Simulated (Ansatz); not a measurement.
# How fast states decay through H3SeI, part 2 of 3

Aim: relax a made-up compound, H3SeI, and see how good a tunnel barrier it would be. It is built by putting Se for O, I for Br in the H3BrO structure of space group Cm, with the volume rescaled by atomic radii. The parent structure comes from the Materials Project.

Ansatz 0.2.0; r2SCAN DFT, plane waves, PAW files (the session's first sound run).

So far. Step 2 (Cell and atoms at rest): The largest force component on a free atom ends at 9.3e-4 eV/Å.

The structure was built from a prototype and need not be the compound's stable phase.

### Step 3. The bulk crystal and its band edges

The energy window and the wavevectors of the next steps follow from the band edges, so these are searched first, off the mesh as well.

Input file input.yaml:

```yaml
crystal:
  lattice:
    - [3.6015319581, -3.0128049456, 0.276512231]
    - [3.6015319581, 3.0128049456, 0.276512231]
    - [-1.4469915051, 0.0, 4.4775365294]
  atoms:
    - { symbol: H, position: [0.7020259067, 0.7020259067, 0.6712519009] }
    - { symbol: H, position: [0.7020531082, 0.3330768515, 0.3022387209] }
    - { symbol: H, position: [0.3330768515, 0.7020531082, 0.3022387209] }
    - { symbol: I, position: [1.0285192001, 1.0285192001, -0.0244411305] }
    - { symbol: Se, position: [0.4929069335, 0.4929069335, 0.5112527879] }
kpoints:
  mp_grid: { grid: [6, 6, 6] }
  band_path: { path: [VBM, CBM], npoints: 30 }
scf:
  occupations: { method: fixed }
hamiltonian:
  xc: r2scan
output:
  eigenvalues: true
  write_potential: true
  write_density: true
  volumetric_format: npy
```

Run with:

```console
ansatz run input.yaml --threads 2 --pin off --max-ram 4096MiB --backend cpu --events-out ev --progress --plain --runs-dir out
```

Numbers of over 12 decimals in the logs are rounded to 6 here.

The log of the run:

```text
[...]
Crystal: 5 atoms, lattice volume = 99.580 Å³
Basis set: ecut = 500 eV, 2513 PW (Γ), exchange–correlation on 144×144×144 points (64 copies of the dense FFT grid, shifted against one another)
Bands: 23, of which v1, the nominal top of the filled ones, is band 18 counted from 1 (17 counted from 0)
Symmetry: 2 space group operations
[...]
k-points: 68 of 216 (time reversal used)
[...]
SCF iter   1: F=—  HF=-13054.201722 eV  |F-HF|=—  |Δ(HF+E_count)|=         —  Δρ=3.08e-3  dr2=1.65e-2  dr2_τ=1.22e-2  ethr=1.77e-3  ⟨swp⟩=5.0  Hψ=6545  notcnv=0  defer=199
[...]
SCF iter   8: F=-13054.158812 eV  HF=-13054.158812 eV  |F-HF|=2.09e-8  |Δ(HF+E_count)|=   9.24e-9  Δρ=4.77e-6  dr2=2.89e-8  dr2_τ=3.98e-10  ethr=2.78e-10  ⟨swp⟩=9.4  Hψ=6908  notcnv=0
SCF 1 converged in 8 iterations: F = -13054.158812 eV  dr2 = 2.89e-8
[...]
NSCF: frozen V_eff on 68 k-points
[...]
SCF converged after 8 iterations
Free energy (F): -13054.158812 eV
[...]
Internal energy: -13054.158812 eV  (E = F + TS)
E sigma→0 (E₀):  -13054.158812 eV
Fermi energy:    2.396754 eV
[...]
--- Band table (eV; the first three rows and the last of 68) ---
  k-point 0: bands = [... 14 lower, -1.1492, 2.3390, 2.3528, 2.3530, 6.6660, 6.6900, 6.6924, 8.1005, ... 1 higher]
  k-point 1: bands = [... 14 lower, -1.1858, 1.8965, 2.0867, 2.2610, 6.9337, 7.0890, 7.2806, 8.3238, ... 1 higher]
  k-point 2: bands = [... 14 lower, -1.2525, 1.2033, 1.6251, 2.0562, 7.5470, 7.8892, 8.5139, 8.9732, ... 1 higher]
  k-point 67: bands = [... 14 lower, -1.6214, 0.8763, 0.8765, 1.1701, 8.6576, 8.6588, 9.6074, 10.2110, ... 1 higher]
```

Wall time 63 s (2 threads of Arm Neoverse V1, shared host); peak memory 0.55 GiB; 2.1 min of CPU time.

Numbers from this step:

| Item | Value |
| --- | --- |
| Fermi energy | 2.397 eV |
| gap on the k-mesh | 4.079 eV |
| gap on path | 4.079 eV, by band count; negative where bands overlap |
| direct gap on path | 4.080 eV |
| edge places on path | 0, 0.8943 1/A along the path |

Electronic bands along the path, in eV, zero at the Fermi level (highest filled level under fixed occupations); v1 is the highest filled band, c1 the lowest empty one:

```
  point     v4     v3     v2     v1    c1    c2    c3    c4
    VBM  -4.10  -0.46  -0.30   0.00  4.08  4.17  4.98  5.80
halfway  -4.12  -1.04  -0.51  -0.09  4.16  4.75  6.46  6.90
    CBM  -4.11  -0.46  -0.30   0.00  4.08  4.17  4.98  5.80
```

The searched edges give 4.08 eV, as on the mesh.

### Step 4. Decaying states in the gap, plane (100)

This step: r2SCAN DFT, plane waves, PAW files; complex bands by layer matching along the plane's normal (Ansatz 0.2.0).

The same crystal is laid in a cell whose first two vectors span the (100) plane (indices of the standard conventional cell, whose axes can be ordered otherwise than in the bulk input). At fixed energy and wavevector in the plane the solver finds all kz, real and complex. A few wavevectors are listed, (0, 0) and (-0.5, -0.5) in units of the plane's reciprocal vectors; the slowest state needn't be among them.

Input file input.yaml:

```yaml
crystal:
  lattice:
    - [6.025609891, 0.0, 0.0]
    - [0.0, 4.705541179, 0.0]
    - [3.012804946, 0.844385881, 3.512051244]
  atoms:
    - { symbol: H, position: [0.7020259067, 0.6712519009, 0.5959481866] }
    - { symbol: H, position: [0.7020531082, 0.3022387209, 0.9648700403] }
    - { symbol: H, position: [0.3330768515, 0.3022387209, 0.9648700403] }
    - { symbol: I, position: [0.0285192001, 0.9755588695, 0.9429615998] }
    - { symbol: Se, position: [0.4929069335, 0.5112527879, 0.014186133] }
kpoints:
  mp_grid: { grid: [6, 6, 6] }
scf:
  occupations: { method: fixed }
hamiltonian:
  xc: r2scan
output:
  eigenvalues: true
  transmission:
    leads: [[0, 0]]
    kpoints: [[0.0, 0.0], [-0.5, -0.5]]
    e_range: [-1.0, 5.08]
    de: 0.12
```

The log of the run:

```text
[...]
Crystal: 5 atoms, lattice volume = 99.580 Å³
Basis set: ecut = 500 eV, 2513 PW (Γ), exchange–correlation on 180×144×144 points (64 copies of the dense FFT grid, shifted against one another)
Bands: 23, of which v1, the nominal top of the filled ones, is band 18 counted from 1 (17 counted from 0)
Symmetry: 2 space group operations
[...]
k-points: 68 of 216 (time reversal used)
[...]
SCF iter   1: F=—  HF=-13054.201726 eV  |F-HF|=—  |Δ(HF+E_count)|=         —  Δρ=3.08e-3  dr2=1.65e-2  dr2_τ=1.22e-2  ethr=1.77e-3  ⟨swp⟩=5.0  Hψ=6545  notcnv=0  defer=199
[...]
SCF iter   8: F=-13054.158812 eV  HF=-13054.158812 eV  |F-HF|=2.12e-8  |Δ(HF+E_count)|=   9.75e-9  Δρ=4.80e-6  dr2=2.93e-8  dr2_τ=4.04e-10  ethr=2.78e-10  ⟨swp⟩=9.5  Hψ=6875  notcnv=0
SCF 1 converged in 8 iterations: F = -13054.158812 eV  dr2 = 2.93e-8
[...]
transmission: 5 of 10 steps passed
transmission: 10 of 10 steps passed
SCF converged after 8 iterations
Free energy (F): -13054.158812 eV
[...]
Internal energy: -13054.158812 eV  (E = F + TS)
E sigma→0 (E₀):  -13054.158812 eV
Fermi energy:    2.396754 eV
[...]
--- Band table (eV; the first three rows and the last of 68) ---
  k-point 0: bands = [... 14 lower, -1.1492, 2.3390, 2.3528, 2.3530, 6.6660, 6.6900, 6.6924, 8.1005, ... 1 higher]
  k-point 1: bands = [... 14 lower, -1.2161, 1.5508, 2.2721, 2.2926, 6.6274, 6.8037, 7.9881, 8.5646, ... 1 higher]
  k-point 2: bands = [... 14 lower, -1.5551, 1.5199, 2.1468, 2.2326, 6.5308, 6.8325, 8.2089, 8.6474, ... 1 higher]
  k-point 67: bands = [... 14 lower, -1.7183, 1.5252, 1.9055, 2.3185, 6.5490, 7.0914, 8.1685, 8.9785, ... 1 higher]
--- Transmission ---
  basis      : 289 plane waves across, 5 finite elements along
  points     : 2, as listed
  energies   : 51 from -1.000000 to 5.000000 eV about the Fermi level, 0.120000 eV apart; the leads are filled to 2.039498 eV, and channels, transmission and decay are at 2.000000 eV
  crystal 0  : H3I1Se1, at the sites [0, 0], period 3.5121 Å: whole cells are its period
    offset         : up to 0.0000 Å between an atom of the period and one for which it stands
    channels       : 0.000000e0 a spin
    conductance    : none, the energies end too early or step too widely for 300 K: set another output.transmission.e_range or a lower de, or, where they end at an eighth of basis.ecutwfc, a higher one
    slowest decay  : 0.2281 /Å at (0.0000, 0.0000)
```

Elapsed: 61 s, on 2 threads; peak memory 0.93 GiB; 2 min of CPU time.

Numbers from this step:

| Item | Value |
| --- | --- |
| level to which the leads are filled | 2.039 eV from the Fermi level |
| decay constant at the filling level, zone centre | 0.2281 Å⁻¹ |
| decay constant at the filling level, slowest listed point | 0.2281 Å⁻¹ |

K parallel (0, 0); values up to 1.5 1/Å, a degenerate pair printed once or twice; energies at which all values exceed this have no row. Table of Im kz of the slowest decaying states by energy, zero at the highest filled level on the SCF mesh:

```
energy (eV)  decay 1 (Å⁻¹)  decay 2 (Å⁻¹)  decay 3 (Å⁻¹)  decay 4 (Å⁻¹)
     -1.000          0.819          0.894          0.923          0.992
     -0.520          0.649          0.735          0.880           1.01
     -0.040         0.0294         0.0589         0.0807          0.722
      0.440          0.160          0.197          0.476          0.523
      1.040          0.208          0.251          0.553          0.606
      1.520          0.224          0.268          0.567          0.620
      2.000          0.228          0.272          0.564          0.612
      2.480          0.221          0.265          0.551          0.588
      2.960          0.204          0.248          0.532          0.548
      3.440          0.174          0.216          0.482          0.517
      4.040          0.101          0.117          0.221          0.309
      4.520          0.146          0.244          0.273          0.428
      5.000          0.249          0.337          0.378          0.420
```

K parallel (-0.5, -0.5); values up to 1.5 1/Å, a degenerate pair printed once or twice; energies at which all values exceed this have no row. Im kz of the slowest decaying states against energy, zero at the highest filled level on the SCF mesh:

```
energy (eV)  decay 1 (Å⁻¹)  decay 2 (Å⁻¹)  decay 3 (Å⁻¹)  decay 4 (Å⁻¹)
      -1.00          0.502          0.904           1.13              -
      -0.76          0.395          0.850           1.12              -
      -0.52         0.0818          0.773           1.10              -
      -0.28         0.0510          0.326          0.632           1.09
      -0.04          0.331          0.557           1.07              -
       0.20          0.159          0.428          0.712           1.05
       0.44          0.198          0.460          0.774           1.04
       0.68          0.221          0.479          0.807           1.02
       0.92          0.237          0.489          0.826          0.997
       1.16          0.247          0.494          0.835          0.977
       1.40          0.253          0.496          0.836          0.957
       1.64          0.256          0.495          0.830          0.938
       1.88          0.256          0.492          0.816          0.921
       2.12          0.253          0.486          0.795          0.906
       2.36          0.248          0.479          0.766          0.892
       2.60          0.240          0.471          0.731          0.879
       2.84          0.229          0.463          0.687          0.865
       3.08          0.214          0.456          0.633          0.850
       3.32          0.195          0.456          0.560          0.833
       3.56          0.169          0.463          0.815           1.39
       3.80          0.132          0.402          0.794           1.37
       4.04         0.0584          0.292          0.769           1.35
       4.28          0.247          0.297          0.741           1.32
       4.52          0.234          0.370          0.706           1.30
       4.76         0.0484          0.180          0.336          0.659
       5.00          0.331          0.582           1.26              -
```

At the listed wavevectors the last open channel is at -0.04 eV and the next at +4.16 eV on the grid. At +2.00 eV, the grid energy nearest the filling level (the middle of the gap on the SCF mesh), the slowest state at the listed wavevectors decays with κ = 0.228 Å⁻¹, its amplitude falling by e over 4.4 Å. Through 1 nm of this crystal that state's transmission falls by exp(−2 × 0.228 Å⁻¹ × 10 Å) = 0.010.

### Step 5. Complex bands, plane (001)

The same for the (001) plane, at (0, 0), (-0.5, -0.5) and (0, -0.5), to see how the decay depends on direction.

Input file input.yaml:

```yaml
crystal:
  lattice:
    - [4.703667197, 0.0, 0.0]
    - [0.844128135, 4.627302972, 0.0]
    - [0.844722292, 0.70456564, 4.575166587]
  atoms:
    - { symbol: H, position: [0.7020259067, 0.7020259067, 0.3287480991] }
    - { symbol: H, position: [0.3330768515, 0.7020531082, 0.6977612791] }
    - { symbol: H, position: [0.7020531082, 0.3330768515, 0.6977612791] }
    - { symbol: I, position: [0.0285192001, 0.0285192001, 0.0244411305] }
    - { symbol: Se, position: [0.4929069335, 0.4929069335, 0.4887472121] }
kpoints:
  mp_grid: { grid: [6, 6, 6] }
scf:
  occupations: { method: fixed }
hamiltonian:
  xc: r2scan
output:
  eigenvalues: true
  transmission:
    leads: [[0, 0]]
    kpoints: [[0.0, 0.0], [-0.5, -0.5], [0.0, -0.5]]
    e_range: [-1.0, 5.08]
    de: 0.12
```

The log of the run:

```text
[...]
Crystal: 5 atoms, lattice volume = 99.580 Å³
Basis set: ecut = 500 eV, 2513 PW (Γ), exchange–correlation on 144×144×144 points (64 copies of the dense FFT grid, shifted against one another)
Bands: 23, of which v1, the nominal top of the filled ones, is band 18 counted from 1 (17 counted from 0)
Symmetry: 2 space group operations
[...]
k-points: 68 of 216 (time reversal used)
[...]
SCF iter   1: F=—  HF=-13054.201723 eV  |F-HF|=—  |Δ(HF+E_count)|=         —  Δρ=3.08e-3  dr2=1.65e-2  dr2_τ=1.22e-2  ethr=1.77e-3  ⟨swp⟩=5.0  Hψ=6547  notcnv=0  defer=199
[...]
SCF iter   8: F=-13054.158812 eV  HF=-13054.158812 eV  |F-HF|=2.12e-8  |Δ(HF+E_count)|=   1.00e-8  Δρ=4.80e-6  dr2=2.92e-8  dr2_τ=4.02e-10  ethr=2.78e-10  ⟨swp⟩=9.4  Hψ=6899  notcnv=0
SCF 1 converged in 8 iterations: F = -13054.158812 eV  dr2 = 2.92e-8
[...]
transmission: 7 of 21 steps passed
transmission: 14 of 21 steps passed
transmission: 21 of 21 steps passed
SCF converged after 8 iterations
Free energy (F): -13054.158812 eV
[...]
Internal energy: -13054.158812 eV  (E = F + TS)
E sigma→0 (E₀):  -13054.158812 eV
Fermi energy:    2.396754 eV
[...]
--- Band table (eV; the first three rows and the last of 68) ---
  k-point 0: bands = [... 14 lower, -1.1492, 2.3390, 2.3528, 2.3530, 6.6660, 6.6900, 6.6924, 8.1005, ... 1 higher]
  k-point 1: bands = [... 14 lower, -1.1858, 1.8965, 2.0867, 2.2610, 6.9337, 7.0890, 7.2806, 8.3238, ... 1 higher]
  k-point 2: bands = [... 14 lower, -1.2525, 1.2033, 1.6251, 2.0562, 7.5470, 7.8892, 8.5139, 8.9732, ... 1 higher]
  k-point 67: bands = [... 14 lower, -1.6214, 0.8763, 0.8765, 1.1701, 8.6576, 8.6588, 9.6074, 10.2110, ... 1 higher]
--- Transmission ---
  basis      : 227 plane waves across, 7 finite elements along
  points     : 3, as listed
[...]
crystal 0  : H3I1Se1, at the sites [0, 0], period 4.5752 Å: whole cells are its period
[...]
channels       : 0.000000e0 a spin
[...]
slowest decay  : 0.2953 /Å at (0.0000, 0.0000)
```

Elapsed: 58 s, on 2 threads; peak memory 0.82 GiB; 1.9 min of CPU time.

This step gave:

```yaml
decay_constant_at_the_filling_level_zone_centre: 0.2953 Å⁻¹
decay_constant_at_the_filling_level_slowest_listed_point: 0.2953 Å⁻¹
```

K parallel (0, 0); values up to 1.5 1/Å, a degenerate pair printed once or twice; energies at which all values exceed this have no row. Table of Im kz of the slowest decaying states by energy, zero at the highest filled level on the SCF mesh:

```
energy (eV)  decay 1 (Å⁻¹)  decay 2 (Å⁻¹)  decay 3 (Å⁻¹)  decay 4 (Å⁻¹)
      -1.00         0.0684          0.455          0.627           1.27
      -0.76          0.363          0.624           1.24           1.28
      -0.40          0.617           1.21           1.25              -
      -0.04         0.0145         0.0255          0.606           1.17
       0.20          0.160          0.190          0.282          0.597
       0.44          0.207          0.253          0.374          0.585
       0.80          0.250          0.308          0.453          0.563
       1.16          0.275          0.340          0.517           1.04
       1.40          0.286          0.352          0.517           1.02
       1.64          0.292          0.360          0.514          0.987
       2.00          0.295          0.363          0.502          0.942
       2.36          0.291          0.357          0.483          0.895
       2.60          0.284          0.349          0.467          0.862
       2.84          0.273          0.336          0.448          0.828
       3.20          0.249          0.307          0.413          0.774
       3.56          0.214          0.265          0.368          0.716
       3.80          0.180          0.225          0.330          0.675
       4.04          0.131          0.166          0.221          0.339
       4.40          0.313          0.557          0.845          0.882
       4.76          0.274          0.474          0.814          0.842
       5.00          0.241          0.409          0.794          0.813
```

K parallel (-0.5, -0.5); values up to 1.5 1/Å, a degenerate pair printed once or twice; energies at which all values exceed this have no row. Table of Im kz of the slowest decaying states by energy, zero at the highest filled level on the SCF mesh:

```
energy (eV)  decay 1 (Å⁻¹)  decay 2 (Å⁻¹)  decay 3 (Å⁻¹)  decay 4 (Å⁻¹)
      -1.00          0.581              -              -              -
      -0.76          0.578              -              -              -
      -0.40          0.112          0.572           1.50              -
      -0.04          0.170          0.271          0.562           1.47
       0.20          0.139          0.225          0.322          0.555
       0.44          0.197          0.260          0.358          0.546
       0.80          0.249          0.294          0.395          0.531
       1.16          0.281          0.314          0.419          0.515
       1.40          0.295          0.321          0.428          0.502
       1.64          0.305          0.324          0.433          0.490
       2.00          0.313          0.322          0.431          0.472
       2.36          0.312          0.313          0.416          0.458
       2.60          0.301          0.309          0.399          0.450
       2.84          0.285          0.301          0.380          0.441
       3.20          0.253          0.278          0.348          0.424
       3.56          0.203          0.236          0.315          0.402
       3.80          0.153          0.190          0.294          0.384
       4.04         0.0588          0.116          0.269          0.362
       4.40          0.222          0.325           1.06           1.26
       4.76          0.144          0.282           1.03           1.23
       5.00          0.248           1.00           1.21           1.35
```

K parallel (0, -0.5); values up to 1.5 1/Å, a degenerate pair printed once or twice; energies at which all values exceed this have no row. Im kz of the slowest decaying states against energy, zero at the highest filled level on the SCF mesh:

```
energy (eV)  decay 1 (Å⁻¹)  decay 2 (Å⁻¹)  decay 3 (Å⁻¹)  decay 4 (Å⁻¹)
      -1.00         0.0626          0.608           1.02           1.05
      -0.76          0.535          1.000           1.04              -
      -0.52          0.392          0.977           1.02              -
      -0.28         0.0593          0.329          0.518          0.955
      -0.04          0.191          0.451          0.566          0.933
       0.20          0.219          0.225          0.502          0.589
       0.44          0.280          0.527          0.602          0.890
       0.68          0.317          0.540          0.609          0.869
       0.92          0.344          0.544          0.613          0.849
       1.16          0.362          0.542          0.614          0.829
       1.40          0.375          0.536          0.614          0.809
       1.64          0.382          0.525          0.612          0.789
       1.88          0.385          0.511          0.609          0.769
       2.12          0.384          0.494          0.604          0.750
       2.36          0.372          0.387          0.472          0.599
       2.60          0.353          0.389          0.448          0.593
       2.84          0.334          0.382          0.420          0.585
       3.08          0.311          0.365          0.393          0.578
       3.32          0.282          0.330          0.372          0.569
       3.56          0.246          0.280          0.352          0.559
       3.80            0.2          0.206          0.329          0.549
       4.04         0.0821          0.119          0.301          0.539
       4.28          0.267          0.527          0.528          0.561
       4.52          0.222          0.484          0.519          0.533
       4.76          0.158          0.437          0.507           1.29
       5.00          0.384          0.486           1.26           1.49
```

At the listed wavevectors the last open channel is at -0.04 eV and the next at +4.16 eV on the grid. At +2.00 eV, the grid energy nearest the filling level (the middle of the gap on the SCF mesh), the slowest state at the listed wavevectors decays with κ = 0.295 Å⁻¹, its amplitude falling by e over 3.4 Å; the first such run, plane (100), gave 0.228 Å⁻¹.

(Part 2 of 3 ends here.)

[Logs are printed without paths, hosts, clocks, repeated set-up lines and the standing remarks that a program may print on its own settings, such as how far it seeks lower states.]

[Hosts, paths, dates, database ids (printed as entryN), source tags and the programs' standing remarks are cut or masked in the printed files.]
